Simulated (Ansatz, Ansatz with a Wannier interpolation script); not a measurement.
An input for Ansatz 0.2.0 (SnO2 (Pnnm)):

```yaml
crystal:
  lattice:
    - [4.788004, 0.0, 0.0]
    - [0.0, 4.866582, 0.0]
    - [0.0, 0.0, 3.240898]
  atoms:
    - { symbol: Sn, position: [0.5, 0.5, 0.5] }
    - { symbol: Sn, position: [0.0, 0.0, 0.0] }
    - { symbol: O, position: [0.291855, 0.321042, 0.0] }
    - { symbol: O, position: [0.791855, 0.178958, 0.5] }
    - { symbol: O, position: [0.208145, 0.821042, 0.5] }
    - { symbol: O, position: [0.708145, 0.678958, 0.0] }
kpoints:
  mp_grid: { grid: [4, 4, 6] }
hamiltonian:
  xc: lda
scf:
  occupations: { method: fixed }
gw:
  n_empty_bands: 284
  ecut_chi: 140.0
  qp_bands: [v12, c2]
  screening: { model: contour_deformation }
```

```sh
ansatz run input.yaml --threads 4 --pin off --max-ram 18432MiB --backend cpu --events-out ev --progress --plain --runs-dir out
```

Question: How long will it take on 4 threads of Arm Neoverse V1, shared host, and how much memory?

It took 18 min; on shared hardware allow 8.8 min to 35 min. Peak host memory was 1.1 GiB. The sizes that set the cost: 1479 plane waves a state, 36 irreducible k points, 310 bands summed, 275 plane waves in the screening and 7 SCF cycles.

The screening grows as filled bands × empty bands × pairs of k points, times the square of the screening basis for the matrix.

[Paths, hosts, dates, memory and timing lines, banners, echoed tables and standing remarks are left out of the program output.]

[Logs are printed without paths, hosts, clocks, repeated set-up lines and the standing remarks that a program may print on its own settings, such as how far it seeks lower states.]

[Runs of the session that timed out or met a known fault of the program may be left out.]

[Hosts, paths, dates, database ids (printed as entryN), source tags and the programs' standing remarks are cut or masked in the printed files.]
